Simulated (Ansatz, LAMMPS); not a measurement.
# Structural relaxation of a frame of liquid (Cs,Li)(F,Cl) from 1000 K (100 atoms)

Wanted: the relaxed structure of a frame of liquid (Cs,Li)(F,Cl) from 1000 K (100 atoms) and its electronic structure.

Method: Kohn-Sham DFT, PBE, PAW (set soft_2), plane waves, in Ansatz 0.2.0.

## Step 1: Set-up

The cell holds 100 atoms: 28 Cs, 22 Li, 19 F and 31 Cl. Its edges and angles: a = 14.725 Å, b = 14.725 Å, c = 14.725 Å, α = 90.0°, β = 90.0°, γ = 90.0°. 100 atoms (28 Cs, 22 Li, 19 F, 31 Cl) placed at random at 2.77 g/cm³, melted at 1800 K for 10 ps at fixed volume with the Lennard-Jones and Coulomb ion parameters for SPC/E (Joung and Cheatham, J. Phys. Chem. B 112, 9020 (2008)), full charges. Snapshot at the end of a hold of 20 ps at 1000 K and fixed volume.

Limits known from the start: The network of bonds at the start is that of the classical potential that made the cell. The ion parameters were fitted for water, not for melts, so the starting structure of this cell may lie well off the real melt's. Sampling is at Γ alone, for a cell whose shortest periodic width is 15 Å. The levels lack spin–orbit coupling, which is large for the heavy elements here.

## Step 2: Single point at the start

The forces at the start show how far the geometry lies from a minimum of this functional.

The input, input.yaml:

```yaml
crystal:
  lattice:
    - [14.7253, 0.0, 0.0]
    - [0.0, 14.7253, 0.0]
    - [0.0, 0.0, 14.7253]
  atoms:
    - { symbol: Cs, position: [0.66933, 0.08386, 0.0431] }
    - { symbol: Cs, position: [0.81213, 0.8015, 0.43284] }
    - { symbol: Cs, position: [0.3144, 0.70994, 0.7119] }
    - { symbol: Cs, position: [0.08607, 0.46398, 0.1415] }
    [... 90 atom lines left out ...]
    - { symbol: Cl, position: [0.61918, 0.89133, 0.32102] }
    - { symbol: Cl, position: [0.75006, 0.76976, 0.82932] }
    - { symbol: Cl, position: [0.45268, 0.71671, 0.91945] }
    - { symbol: Cl, position: [0.41088, 0.93037, 0.98271] }
    - { symbol: Cl, position: [0.8731, 0.59195, 0.52972] }
    - { symbol: Cl, position: [0.37158, 0.18998, 0.79705] }
kpoints:
  mp_grid: { grid: [1, 1, 1] }
hamiltonian:
  xc: pbe
scf:
  occupations: { method: gaussian, width: 0.025 }
output:
  forces: true
  stress: true
  populations: true
  dos:
    method: { smearing: { sigma: 0.08 } }
    de: 0.1
    projected: { site_lists: { Cl: [Cl], Cs: [Cs], F: [F], Li: [Li] } }
  eigenvalues: true
```

Launch:

```bash
> ansatz run input.yaml --threads 4 --pin off --max-ram 8192MiB --backend cpu --events-out ev --progress --plain --runs-dir out
```

Wall time 47 s (4 threads of Arm Neoverse V2, shared host); peak memory 4 GiB.

Numbers from this run:

- free energy: -212262.0997 eV
- free energy per atom: -2122.6210 eV/atom
- SCF cycles: 9
- pressure: 0.5057 GPa
- r.m.s. force component: 0.4277 eV/Å
- longest force: 1.57 eV/Å
- Fermi energy: 3.05 eV
- gap (highest filled to lowest empty level): 3.84 eV
- spilling of the projection: 0.00601

The r.m.s. force component of 0.43 eV/Å and the pressure of 0.51 GPa set the starting point.

Length of the force by element:

| element | coordination | atoms | mean length of the force (eV/Å) | spread | least | most |
| --- | --- | --- | --- | --- | --- | --- |
| Cl | all | 31 | 0.671 | 0.340 | 0.159 | 1.57 |
| Cs | all | 28 | 0.727 | 0.288 | 0.208 | 1.30 |
| F | all | 19 | 0.644 | 0.334 | 0.139 | 1.31 |
| Li | all | 22 | 0.612 | 0.301 | 0.166 | 1.37 |

## Step 3: Relaxation

The atoms are relaxed in the fixed cell, aiming at the force tolerance of the input.

input.yaml, the sections that differ from step 2:

```yaml
output:
  forces: true
relax:
  f_tol: 0.05
  max_steps: 134
# crystal, kpoints, hamiltonian, scf: as in step 2
```

Elapsed: 12 min, on 4 threads; peak memory 3.9 GiB.

Relaxation path (22 of 32):

| step | energy less that of the first step (eV) | largest force component (eV/Å) |
| --- | --- | --- |
| 1 | 0.0000 | 1.3599 |
| 2 | -5.2031 | 1.0884 |
| 4 | -11.0263 | 0.3126 |
| 5 | -12.1209 | 0.2395 |
| 7 | -13.5160 | 0.1743 |
| 8 | -13.9736 | 0.1802 |
| 10 | -14.6026 | 0.1482 |
| 11 | -14.8946 | 0.1181 |
| 13 | -15.3542 | 0.1450 |
| 14 | -15.5628 | 0.1136 |
| 16 | -15.9404 | 0.1124 |
| 17 | -16.0836 | 0.2554 |
| 19 | -16.3280 | 0.1076 |
| 20 | -16.4280 | 0.1129 |
| 22 | -16.5320 | 0.0622 |
| 23 | -16.5320 | 0.0622 |
| 25 | -16.6011 | 0.0677 |
| 26 | -16.6287 | 0.1253 |
| 28 | -16.7144 | 0.1252 |
| 29 | -16.7506 | 0.0888 |
| 31 | -16.7738 | 0.0268 |
| 32 | -16.7738 | 0.0269 |

The atoms that moved most (Å):

```
atom      dx      dy      dz  length
Cl74  -1.463  -0.288  -1.926   2.436
Cl86   1.091  -0.336  -1.518   1.900
Cl76   1.758   0.242   0.553   1.859
Cs28  -0.881   0.124   1.630   1.857
Cl79  -0.706  -1.246   1.062   1.782
Cl93  -0.628   1.399   0.729   1.699
Cs24  -1.427  -0.167  -0.866   1.678
Cs22  -1.373  -0.429  -0.713   1.606
```

The relaxation changed the energy by -168 meV/atom, and atoms moved by 1.0 Å r.m.s., 2.4 Å at most.

## Step 4: Structure statistics after relaxation

Bonds before and after, by the cutoffs listed below:

| pair | bonds before | bonds after | mean before (Å) | mean after (Å) | spread before (Å) | spread after (Å) |
| --- | --- | --- | --- | --- | --- | --- |
| Cl-Cs | 121 | 134 | 3.427 | 3.558 | 0.326 | 0.209 |
| Cl-Li | 32 | 36 | 2.553 | 2.483 | 0.210 | 0.123 |
| Li-F | 51 | 50 | 2.121 | 1.873 | 0.136 | 0.054 |

Density 2.77 g/cm³, 31.93 Å³ an atom.

Pair distribution functions g(r), in bins of 0.2 Å:

```csv
r (Å),total,Cl-Cl,Cl-Cs,Cl-Li,Cl-F,Cs-Cs,Cs-Li
1.70,0.24,0.00,0.00,0.00,0.00,0.00,0.00
1.90,3.33,0.00,0.00,0.00,0.00,0.00,0.00
2.10,0.06,0.00,0.00,0.00,0.00,0.00,0.00
2.30,0.46,0.00,0.00,3.36,0.00,0.00,0.00
2.50,0.94,0.00,0.00,5.81,0.00,0.00,0.00
2.70,0.69,0.00,0.00,1.81,0.00,0.00,0.00
2.90,0.75,0.00,0.00,0.00,0.00,0.00,0.00
3.10,0.94,0.00,0.00,0.00,1.08,0.00,0.00
3.30,1.39,0.00,3.00,0.00,1.41,0.00,0.20
3.50,2.56,0.21,8.79,0.15,3.34,0.00,1.18
3.70,1.29,0.76,2.38,0.28,2.08,0.00,1.94
3.90,0.77,1.56,0.77,0.24,1.27,0.00,1.37
4.10,1.02,0.64,0.43,0.77,0.76,0.95,2.70
4.30,0.95,1.73,0.24,0.90,0.47,1.04,1.56
4.50,1.06,1.31,0.65,1.10,0.21,2.40,1.22
4.70,1.18,1.92,0.20,1.27,0.78,2.66,1.11
4.90,1.08,2.08,0.30,2.02,0.36,1.90,0.43
5.10,0.93,0.92,0.68,0.72,0.57,1.88,0.55
5.30,0.91,1.50,0.41,0.73,1.15,1.17,0.66
5.50,0.87,0.87,0.58,0.56,1.07,0.75,0.96
5.70,0.80,0.65,0.63,0.80,0.93,0.99,0.63
5.90,0.91,0.76,0.71,1.01,1.31,1.12,1.07
6.10,1.06,1.28,0.83,1.25,1.11,1.13,0.84
6.30,0.98,0.92,1.00,1.08,1.14,0.65,1.04
6.50,1.07,0.75,0.90,1.06,1.42,1.15,1.02
6.70,1.13,1.35,1.66,1.07,1.15,0.72,0.87
6.90,0.93,1.28,0.86,0.79,0.91,1.10,1.04
7.10,1.14,0.63,1.48,1.48,0.85,0.96,1.06
```

Bonds by pair of elements; cutoffs follow the first minimum of g(r), held within bounds set by covalent radii, and pairs that aren't listed don't count as bonded:

```csv
pair A-B,cutoff (Å),bonds,mean length (Å),spread (Å),shortest (Å),B about A,A about B
Cl-Cs,4.33,134,3.56,0.209,3.29,4.32,4.79
Cl-Li,3.06,36,2.48,0.123,2.30,1.16,1.64
Cs-F,3.52,26,3.03,0.179,2.79,0.929,1.37
Li-F,2.46,50,1.87,0.054,1.78,2.27,2.63
```

The cutoff for Cs-F falls short of the minimum of g(r), so counts run low and odd coordinations can be artefacts.

How many atoms have how many bonded neighbours:

```csv
element,mean,3,4,5,6,7,8
Cl,5.48,0,2,15,11,3,0
Cs,5.71,0,1,10,14,2,1
F,4,2,15,2,0,0,0
Li,3.91,2,20,0,0,0,0
```

Bond angles (no mean is given where the spread exceeds 20°):

```csv
angle,count,mean (°),spread (°)
Cl-Cs-Cl,270,-,-
Cs-Cl-Cs,238,-,-
Cs-Cl-Li,133,-,-
Cl-Cs-F,102,-,-
Cl-Li-F,62,107,14.5
```

Bond length by coordination (bonds to H left out):

```
element  coordination  atoms  mean bond length (Å)
     Cl             4      2                  3.34
     Cl             5     15                  3.32
     Cl             6     11                  3.33
     Cl             7      3                  3.38
     Cs             4      1                  3.38
     Cs             5     10                  3.43
     Cs             6     14                  3.49
     Cs             7      2                  3.43
     Cs             8      1                  3.68
      F             3      2                  1.99
      F             4     15                  2.24
      F             5      2                  2.62
     Li             3      2                  1.98
     Li             4     20                  2.14
```

For some of the pairs, g(r) has its first main peak near 3.5 Å (Cl-Cs), 2.4 Å (Cl-Li), 3.5 Å (Cl-F) and 4.6 Å (Cs-Cs).

## Step 5: Single point at the relaxed geometry

One more single point at the end of the walk gives the fuller output and checks the residual forces.

The input, input.yaml:

```yaml
crystal:
  lattice:
    - [14.7253, 0.0, 0.0]
    - [0.0, 14.7253, 0.0]
    - [0.0, 0.0, 14.7253]
  atoms:
    - { symbol: Cs, position: [0.70769, 0.04525, 0.12864] }
    - { symbol: Cs, position: [0.82767, 0.80234, 0.40624] }
    - { symbol: Cs, position: [0.3354, 0.70006, 0.77174] }
    - { symbol: Cs, position: [0.07477, 0.52609, 0.15309] }
    [... 90 atom lines left out ...]
    - { symbol: Cl, position: [0.65195, 0.89529, 0.29952] }
    - { symbol: Cl, position: [0.75943, 0.73426, 0.76849] }
    - { symbol: Cl, position: [0.46953, 0.72275, 0.98119] }
    - { symbol: Cl, position: [0.415, 0.98042, 0.03494] }
    - { symbol: Cl, position: [0.863, 0.60715, 0.54181] }
    - { symbol: Cl, position: [0.32954, 0.19525, 0.75315] }
kpoints:
  mp_grid: { grid: [1, 1, 1] }
hamiltonian:
  xc: pbe
scf:
  occupations: { method: gaussian, width: 0.025 }
output:
  forces: true
  stress: true
  populations: true
  dos:
    method: { smearing: { sigma: 0.15 } }
    de: 0.1
    projected: { site_lists: { Cl: [Cl], Cs: [Cs], F: [F], Li: [Li] } }
  eigenvalues: true
  write_density: true
  write_potential: true
  volumetric_format: npy
  elf: true
```

Run time: 51 s. Hardware: 4 threads; peak memory 4 GiB.

The program notes that the exchange-correlation potential is rough where the density is thin.

Numbers from this run:

| Property | Result |
| --- | --- |
| free energy | -212278.8735 eV |
| free energy per atom | -2122.7887 eV/atom |
| SCF cycles | 9 |
| pressure | -0.02805 GPa |
| r.m.s. force component | 0.01094 eV/Å |
| longest force | 0.03002 eV/Å |
| Fermi energy | 2.914 eV |
| gap (highest filled to lowest empty level) | 4.282 eV |
| spilling of the projection | 0.005269 |

Löwdin charges by element (they lack the spilled electrons, 0.035 e an atom on average):

```csv
element,coordination,atoms,mean charge (e),spread,least,most
Cl,all,31,-0.712,0.027,-0.749,-0.658
Cs,all,28,0.848,0.0248,0.815,0.921
F,all,19,-0.774,0.0081,-0.793,-0.762
Li,all,22,0.752,0.0269,0.679,0.806
```

Density of states as counts of states in windows of 1 eV (from the Fermi level), total and the larger projections:

| from (eV) | to (eV) | total | Cl p | Cs p | F p | Cs s |
| --- | --- | --- | --- | --- | --- | --- |
| -10 | -9 | 1.6 | 0.0 | 1.6 | 0.0 | 0.0 |
| -9 | -8 | 163.3 | 2.3 | 158.5 | 1.1 | 0.6 |
| -8 | -7 | 3.1 | 0.0 | 3.0 | 0.1 | 0.0 |
| -7 | -6 | 0.0 | 0.0 | 0.0 | 0.0 | 0.0 |
| -6 | -5 | 11.6 | 0.4 | 0.1 | 10.6 | 0.0 |
| -5 | -4 | 60.5 | 3.2 | 0.4 | 54.6 | 0.2 |
| -4 | -3 | 95.3 | 48.7 | 1.1 | 41.9 | 1.3 |
| -3 | -2 | 132.5 | 124.7 | 2.0 | 2.7 | 1.4 |
| -2 | -1 | 0.2 | 0.2 | 0.0 | 0.0 | 0.0 |
| -1 | 1 | 0.0 | 0.0 | 0.0 | 0.0 | 0.0 |
| 1 | 2 | 0.3 | 0.0 | 0.0 | 0.0 | 0.3 |
| 2 | 3 | 6.0 | 0.2 | 0.1 | 0.0 | 4.2 |
| 3 | 4 | 44.9 | 1.1 | 0.3 | 0.2 | 15.9 |
| 4 | 5 | 82.2 | 1.2 | 0.3 | 0.4 | 11.5 |

Between -26 and -10 eV lie 156 more states.

The stored curve holds about 624 of the 668 electrons; the rest, give or take the few that broadening carries across the Fermi level, lie in deeper levels below its range.

The levels nearest the highest filled one (over half full), pooled over k-points and spins:

| level less the highest filled one (eV) | occupation |
| --- | --- |
| -0.174 | 2 |
| -0.146 | 2 |
| -0.132 | 2 |
| -0.0659 | 2 |
| -0.0166 | 2 |
| 0 | 2 |
| 4.28 | 0 |
| 5.01 | 0 |
| 5.13 | 0 |
| 5.21 | 0 |
| 5.29 | 0 |
| 5.36 | 0 |

Mean Löwdin charges: Cl -0.71, Cs +0.85, F -0.77, Li +0.75 e (they miss 0.53 % of the electrons, so they add up to more than the cell's charge). The largest share in the top eV of filled states is Cl p (94 % of the projected weight), and in the lowest eV of empty states Cs s (82 % of the projected weight).

1 further run on a deliberately doubtful input is not shown.

## Step 6: What came out

```yaml
energy_change_in_the_relaxation: -167.7 meV/atom
r_m_s_displacement: 1.032 Å
largest_displacement: 2.436 Å
free_energy_per_atom: -2122.7887 eV/atom
pressure: -0.02805 GPa
r_m_s_force_component: 0.01094 eV/Å
spacing_of_highest_filled_and_lowest_empty_level: 4.282 eV
wall_time_of_the_4_dft_runs_those_left_out_included: 14 min
```

What this shows: Relaxation lowers the energy by 168 meV/atom and moves atoms by 1.0 Å r.m.s.; the r.m.s. force component goes from 0.43 to 0.011 eV/Å, the pressure goes from 0.51 to -0.028 GPa, and the gap from 3.84 to 4.28 eV. First to last step the energy falls by 16.774 eV; the largest move, 2.44 Å, is that of Cl74. The Li-F bonds change most in mean length: from 2.121 Å (spread 0.136) to 1.873 Å (spread 0.054), and their number from 51 to 50. The highest filled and lowest empty levels differ by 4.28 eV (at Γ alone); a semilocal functional tends to put such gaps too low. In a disordered cell it changes from sample to sample and from frame to frame.

Caveats: The network of bonds at the start is that of the classical potential that made the cell; in DFT atoms moved by 1.0 Å r.m.s.

[Logs are printed without paths, hosts, clocks, repeated set-up lines and the standing remarks that a program may print on its own settings, such as how far it seeks lower states.]

[Hosts, paths, dates, database ids (printed as entryN), source tags and the programs' standing remarks are cut or masked in the printed files.]
